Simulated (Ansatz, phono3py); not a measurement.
# Heat carried by phonons in KBr (Fm-3m)

Wanted: κ(T), lifetimes and mean free paths for KBr.

Experimental results on record:
- thermal conductivity 3.4 W/m/K near room temperature (given in “Combining the AFLOW GIBBS and Elastic Libraries to efficiently and robustly screen thermo-mechanical properties of solids”, 2017, arXiv:1611.05714)
- thermal conductivity 3.4 W/m/K near room temperature (given in “Predicting the lattice thermal conductivity of solids by solving the Boltzmann transport equation: AFLOW - AAPL an automated, accurate and efficient framework”, 2017, arXiv:1611.05481)

Calculated with Ansatz 0.2.0; DFT LDA, scalar-relativistic, plane waves, PAW; PAW set soft_1.

### Step 1. Starting point

It takes space group Fm-3m (No. 225, cubic). Conventional cell: a = 6.600 Å, b = 6.600 Å, c = 6.600 Å, α = 90.00°, β = 90.00°, γ = 90.00°. Nearest to K lie 6 Br at 3.30 Å. Br has 6 K at 3.30 Å nearest. Farther neighbours and most contacts between anions are not listed.

### Step 2. Probe on a coarse mesh

Before spending time, one coarse run tells the gap and the pressure of the starting cell.

Contents of input.yaml:

```yaml
crystal:
  lattice:
    - [0.0, 3.3, 3.3]
    - [3.3, 0.0, 3.3]
    - [3.3, 3.3, 0.0]
  atoms:
    - { symbol: K, position: [0.0, 0.0, 0.0] }
    - { symbol: Br, position: [0.5, 0.5, 0.5] }
kpoints:
  mp_grid: { grid: [6, 6, 6] }
hamiltonian:
  xc: lda
  pseudopotentials: { kind: paw, azcp: { folder: soft_1 }, xc_functional: pbe }
scf:
  occupations: { method: gaussian, width: 0.1 }
  lower_state_search: "off"
output:
  forces: true
  stress: true
  eigenvalues: true
```

On the command line:

```sh
$ ansatz run input.yaml --threads 8 --pin off --max-ram 19456MiB --backend cpu --events-out ev --progress --plain --runs-dir out
```

Numbers of over 12 decimals in the logs are rounded to 6 here.

The program printed:

```text
Engine: ansatz 0.2.0, aarch64-unknown-linux-gnu
Pseudopotentials: kind: paw
Pseudopotential: K, paw, valence charge 9, recommended cutoff 420 eV (normal), soft_1/K.paw.azcp
Pseudopotential: Br, paw, valence charge 7, recommended cutoff 420 eV (normal), soft_1/Br.paw.azcp
Functional definition: SPW92
  exchange = slater_x
  correlation = pw_c
Crystal: 2 atoms, lattice volume = 71.874 Å³
Basis set: ecut = 420 eV, 1411 PW (Γ)
Bands: 12, of which v1, the nominal top of the filled ones, is band 8 counted from 1 (7 counted from 0)
Symmetry: 48 space group operations
Space group: Fm-3m (ITA 225), of the structure as read, at distance tolerance 4.2e-5 Å
k-points: 16 of 216
Non-local potential: K, projectors of the file, l = 0: 3, l = 1: 2, l = 2: 2
Non-local potential: Br, projectors of the file, l = 0: 2, l = 1: 2, l = 2: 2
PAW form: soft (Blöchl's): semilocal exchange-correlation on the pseudo side does not see the compensation charge
PAW frozen core: K, regenerated for the run's functional, and the local potential with it (the file was generated under x = pbe(κ = 0.804, μ = 0.219515), c = pbe(β = 0.066725))
PAW frozen core: Br, regenerated for the run's functional, and the local potential with it (the file was generated under x = pbe(κ = 0.804, μ = 0.219515), c = pbe(β = 0.066725))
PAW one-centre angular grid: K, 110 points (default); XC on 64 Gauss nodes
PAW one-centre angular grid: Br, 110 points (default); XC on 64 Gauss nodes
Initial density: superposition of atomic densities (chi_scale 0.1, normalization cell, long waves kept (reshape's long-wave potential 0.00 eV rms))
Initial wavefunctions: pseudopotential atomic-orbital guess
Functional: x = slater, c = lda
SCF iter   1: F=—  HF=-4194.297759 eV  |F-HF|=—  |Δ(HF+E_count)|=         —  Δρ=3.50e-2  dr2=1.52e0  ethr=3.10e-3  ⟨swp⟩=6.1  Hψ=1205  notcnv=0
preconditioner: auto → none  [insulator: Δε(μ)=3.137 eV  Ē_g=14.548 eV  σ=0.100 eV  W_gap=1.00  n_scr=14 (ndim 8)  ℏωp=16.4 eV  f_vac=0.000  D(μ)=0.00/eV (n_scr^D=0)  ε∞_Penn≈2.3]
SCF iter   2: F=—  HF=-4193.630769 eV  |F-HF|=—  |Δ(HF+E_count)|=   6.67e-1  Δρ=8.42e-3  dr2=7.35e-2  ethr=3.10e-3  ⟨swp⟩=3.1  Hψ=565  notcnv=0
SCF iter   3: F=—  HF=-4193.610020 eV  |F-HF|=—  |Δ(HF+E_count)|=   2.07e-2  Δρ=3.40e-3  dr2=8.75e-3  ethr=4.60e-4  ⟨swp⟩=2.0  Hψ=276  notcnv=0
SCF iter   4: F=—  HF=-4193.608937 eV  |F-HF|=—  |Δ(HF+E_count)|=   1.08e-3  Δρ=9.25e-4  dr2=7.92e-4  ethr=5.47e-5  ⟨swp⟩=1.0  Hψ=192  notcnv=0
SCF iter   5: F=—  HF=-4193.608963 eV  |F-HF|=—  |Δ(HF+E_count)|=   2.59e-5  Δρ=9.95e-5  dr2=8.87e-6  ethr=4.95e-6  ⟨swp⟩=2.0  Hψ=304  notcnv=0
SCF iter   6: F=—  HF=-4193.608965 eV  |F-HF|=—  |Δ(HF+E_count)|=   2.61e-6  Δρ=1.70e-5  dr2=3.46e-7  ethr=5.54e-8  ⟨swp⟩=2.6  Hψ=296  notcnv=0
SCF iter   7: F=-4193.608965 eV  HF=-4193.608965 eV  |F-HF|=2.48e-9  |Δ(HF+E_count)|=   1.59e-7  Δρ=1.71e-6  dr2=3.19e-9  ethr=6.25e-10  ⟨swp⟩=6.1  Hψ=1061  notcnv=0
SCF 1 converged in 7 iterations: F = -4193.608965 eV  dr2 = 3.19e-9
  greatest PAW one-centre occupation: 0.985 electrons in one spin orbital (limit 2), on the K atom at site 0 (counted from 0), in its partial waves of l = 0
SCF converged after 7 iterations
Free energy (F): -4193.608965 eV
Harris-Foulkes:  -4193.608965 eV  (|F-HF|=2.48e-9)
Internal energy: -4193.608965 eV  (E = F + TS)
E sigma→0 (E₀):  -4193.608965 eV
Fermi energy:    2.811632 eV
--- Per-component energies (eV) ---
  E_band       = -136.877470
  E_kinetic    = 386.725806
  E_local      = -822.214214  (includes V_loc(G=0)·N_el)
  E_nonlocal   = 68.572358
  E_hartree    = 270.672730
  E_xc         = -328.466788
  E_vxc        = -274.175324  (∫ρ·V_xc dr)
  E_paw        = -2969.377019  (= ΣΔE_a)
  E_vpaw       = -37.130941  (= ΣTr[D̂ρ^β])
  E_aug_tail   = -0.000005  (compensation charges beyond the density's cutoff)
  E_ewald      = -799.985846
  E_core_change = 0.464011  (= ΣΔE_core)
  E_smearing   = -0.000000  (= −TS)
  E_closure    = -0.000000  (closes the sum)
  Σ components = -4193.608965   (vs F -4193.608965, Δ=0.00e0)
--- Forces (eV/Å), atoms counted from 1 ---
  atom   1  K     -0.00000000     0.00000000    -0.00000000
  atom   2  Br     0.00000000    -0.00000000     0.00000000
  max |Σ_I F_I| component: 1.12e-30 eV/Å
--- Stress (GPa, compression-positive) ---
       -1.641743       0.000000      -0.000000
       -0.000000      -1.641743      -0.000000
       -0.000000      -0.000000      -1.641743
  P = ⅓ Tr σ = -1.6417 GPa (-16.417 kbar)
--- Band table (eV; the first three rows and the last of 16) ---
  k-point 0: bands = [... 4 lower, -10.3385, 0.7949, 0.7949, 0.7949, 4.8256, 8.1522, 8.1522, 8.1522]
  k-point 1: bands = [... 4 lower, -10.2792, 0.3986, 0.7013, 0.7013, 5.5067, 7.9904, 8.4785, 8.4785]
  k-point 2: bands = [... 4 lower, -10.1694, -0.2043, 0.5263, 0.5263, 6.6371, 8.2191, 9.3483, 9.3483]
  k-point 15: bands = [... 4 lower, -10.2850, 0.0518, 0.2926, 0.3238, 7.1002, 8.3986, 8.7889, 9.7746]
```

Run time: 0.33 s. Hardware: 8 threads of Arm Neoverse V1, shared host; peak memory 0.31 GiB.

This step gave:

```
pressure          : -1.642 GPa
gap on the k-mesh : 4.031 eV
volume per atom   : 35.94 Å³/atom
```

The start is under -1.6 GPa at this level and looks like an insulator or semiconductor on this mesh.

### Step 3. Finding the static equilibrium

The vibrations must be taken about the equilibrium of this functional, not about the starting cell, so the structure is relaxed.

input.yaml, the sections that differ from step 2:

```yaml
scf:
  occupations: { method: gaussian, width: 0.02 }
  lower_state_search: "off"
output:
  forces: true
  stress: true
  eigenvalues: true
  write_density: true
  write_potential: true
  elf: true
  volumetric_format: npy
relax:
  adjacent_minimum: "off"
  f_tol: 0.005
  max_steps: 80
  cell: { stress_tol: 0.05 }
# crystal, kpoints, hamiltonian: as in step 2
```

The program printed:

```text
[...]
Crystal: 2 atoms, lattice volume = 71.874 Å³
Basis set: ecut = 420 eV, 1411 PW (Γ)
Bands: 12, of which v1, the nominal top of the filled ones, is band 8 counted from 1 (7 counted from 0)
Symmetry: 48 space group operations
[...]
k-points: 16 of 216
[...]
SCF iter   1: F=—  HF=-4194.297754 eV  |F-HF|=—  |Δ(HF+E_count)|=         —  Δρ=3.50e-2  dr2=1.52e0  ethr=3.10e-3  ⟨swp⟩=6.6  Hψ=1249  notcnv=0
[...]
SCF iter   7: F=-4193.608965 eV  HF=-4193.608965 eV  |F-HF|=2.52e-9  |Δ(HF+E_count)|=   1.61e-7  Δρ=1.72e-6  dr2=3.23e-9  ethr=6.25e-10  ⟨swp⟩=10.0  Hψ=1466  notcnv=0
SCF 1 converged in 7 iterations: F = -4193.608965 eV  dr2 = 3.23e-9
[...]
relax step   1: F+E_penalty+E_count = -4193.60896525 eV  Δ(F+E_penalty+E_count) = +0.000e0 eV  max|allowed force component| = 7.297e-30 eV/Å  Δτ_max = 0.0000 Å  P = -1.642 GPa  Ω = 71.874 Å³  (7 SCF iters, dr2 threshold 1.00e-7 eV, accepted)
Crystal: 2 atoms, lattice volume = 68.331 Å³
Basis set: ecut = 420 eV, 1363 PW (Γ)
[...]
iter 1 solved again at ethr=1.01e-5 eV; its pass at ethr=3.10e-3 eV (dr2=1.61e-3 eV) is discarded
[...]
SCF iter   5: F=-4193.638478 eV  HF=-4193.638478 eV  |F-HF|=6.56e-9  |Δ(HF+E_count)|=   2.86e-8  Δρ=5.18e-6  dr2=1.20e-8  ethr=1.25e-9  ⟨swp⟩=9.1  Hψ=1386  notcnv=0
SCF 2 converged in 5 iterations: F = -4193.638478 eV  dr2 = 1.20e-8
relax step   2: F+E_penalty+E_count = -4193.63847797 eV  Δ(F+E_penalty+E_count) = -2.951e-2 eV  max|allowed force component| = 2.630e-30 eV/Å  Δτ_max = 0.0000 Å  P = -0.968 GPa  Ω = 68.331 Å³  energy of the carried Pulay correction = +2.412e-4 eV  (5 SCF iters, dr2 threshold 2.00e-7 eV, accepted)
Crystal: 2 atoms, lattice volume = 63.811 Å³
Basis set: ecut = 420 eV, 1243 PW (Γ)
[...]
SCF iter   5: F=-4193.649657 eV  HF=-4193.649657 eV  |F-HF|=9.38e-9  |Δ(HF+E_count)|=   7.57e-8  Δρ=7.59e-6  dr2=1.92e-8  ethr=1.25e-9  ⟨swp⟩=9.2  Hψ=1384  notcnv=0
SCF 3 converged in 5 iterations: F = -4193.649657 eV  dr2 = 1.92e-8
relax step   3: F+E_penalty+E_count = -4193.64965681 eV  Δ(F+E_penalty+E_count) = -1.118e-2 eV  max|allowed force component| = 4.257e-30 eV/Å  Δτ_max = 0.0000 Å  P = +0.287 GPa  Ω = 63.811 Å³  energy of the carried Pulay correction = +5.673e-4 eV  (5 SCF iters, dr2 threshold 2.00e-7 eV, accepted)
[...]
relax step   4: F+E_penalty+E_count = -4193.65034886 eV  Δ(F+E_penalty+E_count) = -6.920e-4 eV  max|allowed force component| = 5.062e-30 eV/Å  Δτ_max = 0.0000 Å  P = -0.031 GPa  Ω = 64.790 Å³  energy of the carried Pulay correction = +4.948e-4 eV  (4 SCF iters, dr2 threshold 2.00e-7 eV, accepted)
[...]
SCF iter   6: F=-4193.649927 eV  HF=-4193.649927 eV  |F-HF|=5.46e-12  |Δ(HF+E_count)|=  1.91e-11  Δρ=1.10e-7  dr2=5.74e-12  ethr=1.00e-12  ⟨swp⟩=4.0  Hψ=816  notcnv=0
SCF 5 converged in 6 iterations: F = -4193.649927 eV  dr2 = 5.74e-12
relax step   5: F+E_penalty+E_count = -4193.64992684 eV  Δ(F+E_penalty+E_count) = +4.220e-4 eV  max|allowed force component| = 4.240e-30 eV/Å  Δτ_max = 0.0000 Å  P = -0.034 GPa  Ω = 64.790 Å³  stress off target by 3.44e-2 GPa  SCF on the basis re-selected at this cell (its energy is not comparable with the rows above)  (6 SCF iters)
basis re-selected at this cell: Δ(F+E_penalty+E_count) = +4.220e-4 eV, ΔP = -0.003 GPa vs the last step (what re-selecting the basis moved, of the pressure what is left beyond the Pulay correction that the steps carried, after the strain that the cell walked since its last selection, with what the two solves' SCF thresholds leave and, on support functions, any second-order correction that the steps lacked; it is no m [...]
SCF converged after 6 iterations
Free energy (F): -4193.649927 eV
[...]
Internal energy: -4193.649927 eV  (E = F + TS)
E sigma→0 (E₀):  -4193.649927 eV
Fermi energy:    3.707165 eV
[...]
--- Stress (GPa, compression-positive) ---
       -0.034415      -0.000000      -0.000000
       -0.000000      -0.034415      -0.000000
       -0.000000      -0.000000      -0.034415
  P = ⅓ Tr σ = -0.0344 GPa (-0.344 kbar)
--- Band table (eV; the first three rows and the last of 16) ---
  k-point 0: bands = [... 4 lower, -9.4001, 1.5493, 1.5493, 1.5493, 5.8649, 8.9024, 8.9024, 8.9024]
  k-point 1: bands = [... 4 lower, -9.3228, 1.0777, 1.4274, 1.4274, 6.6135, 8.7686, 9.2641, 9.2641]
  k-point 2: bands = [... 4 lower, -9.1785, 0.3666, 1.2030, 1.2030, 7.6897, 9.2288, 10.2320, 10.2320]
  k-point 15: bands = [... 4 lower, -9.3311, 0.7057, 0.9452, 1.0109, 7.8258, 9.5834, 9.8029, 10.9323]
--- Relaxed structure (4 steps of the walk, 4 accepted, 1 SCFs on fresh bases) ---
  F+E_penalty+E_count = -4193.64992684 eV   max|allowed force component| = 4.240e-30 eV/Å   (the final SCF, on the basis selected at the relaxed cell)
  cell:  # Å, volume = 64.7899 Å³
    - [0, 3.187810, 3.187810]
    - [3.187810, 0, 3.187810]
    - [3.187810, 3.187810, 0]
  atoms:
    - { symbol: K, position: [0, 0, 0] }
    - { symbol: Br, position: [0.5, 0.5, 0.5] }
```

Run time: 1.3 s. Hardware: 8 threads; peak memory 0.33 GiB; 6.7 s of CPU time.

Step by step:

```tsv
step	energy less that of the first step (eV)	largest force component (eV/Å)	pressure (GPa)	volume (Å³)
1	0.0000	0.0000	-1.64	71.87
2	-0.0295	0.0000	-0.97	68.33
3	-0.0407	0.0000	0.29	63.81
4	-0.0414	0.0000	-0.03	64.79
5*	-0.0410	0.0000	-0.03	64.79
```

Relaxation steps marked * repeat the geometry before them on a plane-wave basis chosen anew for their cell, so energy and pressure can jump there.

The run keeps the 48 symmetry operations that it works with, so distortions that break them were not tested.

```tsv
conventional cell, symmetrised	before	after	change
a (Å)	6.600	6.376	-3.4 %
b (Å)	6.600	6.376	-3.4 %
c (Å)	6.600	6.376	-3.4 %
volume (Å³/atom)	35.94	32.39	-9.9 %
```

The relaxed structure:

```
K Br
1.0
     0.00000    3.18781    3.18781
     3.18781    0.00000    3.18781
     3.18781    3.18781    0.00000
K Br
1 1
Direct
  0.00000 0.00000 0.00000
  0.50000 0.50000 0.50000
```

This step gave:

```yaml
pressure: -0.03441 GPa
gap_on_the_k_mesh: 4.316 eV
volume_per_atom: 32.39 Å³/atom
```

Electrostatic potential energy in the ac plane of the conventional cell at fractional y = 0.000, with atoms of K and Br within 0.2 Å of it. With pseudopotentials it is smooth inside the atoms' cores, unlike the true potential.

Values in eV, 10 rows by 16 columns, each cell a mean:
```
-38 -25  -4   5   6   2 -20 -46 -50 -34  -4   6   6   1 -16 -35
 -4   0   4   6   7   7   4  -2  -4   1   6   7   7   5   2  -2
  5   6   7   7   7   7   6   5   5   6   7   7   7   7   6   6
-15  -5   4   7   7   4  -1  -9 -12  -5   3   6   7   6   0 -12
-55 -42  -7   5   5   0 -21 -40 -44 -31  -7   4   6   1 -27 -52
-50 -34  -4   6   6   1 -16 -35 -38 -25  -4   5   6   2 -20 -46
 -4   1   6   7   7   5   2  -2  -4   0   4   6   7   7   4  -2
  5   6   7   7   7   7   6   6   5   6   7   7   7   7   6   5
-12  -5   3   6   7   6   0 -12 -15  -5   4   7   7   4  -1  -9
-44 -31  -7   4   6   1 -27 -52 -55 -42  -7   5   5   0 -21 -40
```
Columns run along a (6.4 Å; values clipped at the 3rd and 97th percentile), rows up along c (6.4 Å), edges of the conventional cell, whose origin can differ from the input's. Atoms in or near the plane, at fractional coordinates: K at (0.00, 0.00), K at (0.50, 0.50), Br at (0.50, 0.00), Br at (0.00, 0.50).

ELF in the ac plane of the conventional cell at fractional y = 0.000, with atoms of K and Br within 0.2 Å of it. It is the smooth field of the valence electrons, not physical close to the nuclei.

Ten even steps from '0' (0.02) to '9' (0.87), each cell a mean:
```
898316993169831699
997116999899830489
752004899998620146
100001466665300001
332100011110000233
887410013320003688
999720278984005899
589830599998216996
059831798799316981
169831699898316993
899830489997116999
998620146752004899
665300001100001466
110000233332100011
320003688887410013
984005899999720278
998216996589830599
799316981059831798
```
Columns run along a (6.4 Å), rows up along c (6.4 Å), edges of the conventional cell, whose origin can differ from the input's. Atoms in or near the plane, at fractional coordinates: K at (0.00, 0.00), K at (0.50, 0.50), Br at (0.50, 0.00), Br at (0.00, 0.50).

Valence density in the ac plane of the conventional cell at fractional y = 0.000, with atoms of K and Br within 0.2 Å of it. It is the smooth field of the valence electrons, not physical close to the nuclei.

Values in e/Å³, 10 rows by 16 columns, each cell a mean:
```
3.3 2.0 0.5 0.1 0.1 0.4 0.9 0.9 0.8 1.0 0.6 0.2 0.1 0.2 1.2 2.9
0.5 0.3 0.1 0.0 0.1 0.1 0.3 0.5 0.6 0.4 0.2 0.1 0.0 0.1 0.2 0.4
0.2 0.1 0.1 0.0 0.0 0.0 0.1 0.1 0.1 0.1 0.0 0.0 0.0 0.0 0.1 0.1
0.8 0.6 0.3 0.1 0.0 0.1 0.3 0.8 1.0 0.5 0.2 0.0 0.1 0.2 0.5 0.8
0.4 1.1 0.7 0.2 0.1 0.3 1.6 3.5 3.9 2.5 0.6 0.1 0.1 0.4 1.0 0.7
0.8 1.0 0.6 0.2 0.1 0.2 1.2 2.9 3.3 2.0 0.5 0.1 0.1 0.4 0.9 0.9
0.6 0.4 0.2 0.1 0.0 0.1 0.2 0.4 0.5 0.3 0.1 0.0 0.1 0.1 0.3 0.5
0.1 0.1 0.0 0.0 0.0 0.0 0.1 0.1 0.2 0.1 0.1 0.0 0.0 0.0 0.1 0.1
1.0 0.5 0.2 0.0 0.1 0.2 0.5 0.8 0.8 0.6 0.3 0.1 0.0 0.1 0.3 0.8
3.9 2.5 0.6 0.1 0.1 0.4 1.0 0.7 0.4 1.1 0.7 0.2 0.1 0.3 1.6 3.5
```
Columns run along a (6.4 Å), rows up along c (6.4 Å), edges of the conventional cell, whose origin can differ from the input's. Atoms in or near the plane, at fractional coordinates: K at (0.00, 0.00), K at (0.50, 0.50), Br at (0.50, 0.00), Br at (0.00, 0.50).

The relaxation ends with a pressure of -0.03 GPa.

(Part 1 of 4 ends here.)

[Logs are printed without paths, hosts, clocks, repeated set-up lines and the standing remarks that a program may print on its own settings, such as how far it seeks lower states.]

[Hosts, paths, dates, database ids (printed as entryN), source tags and the programs' standing remarks are cut or masked in the printed files.]

[A step with changed settings may run another functional than the one named; its input shows which.]
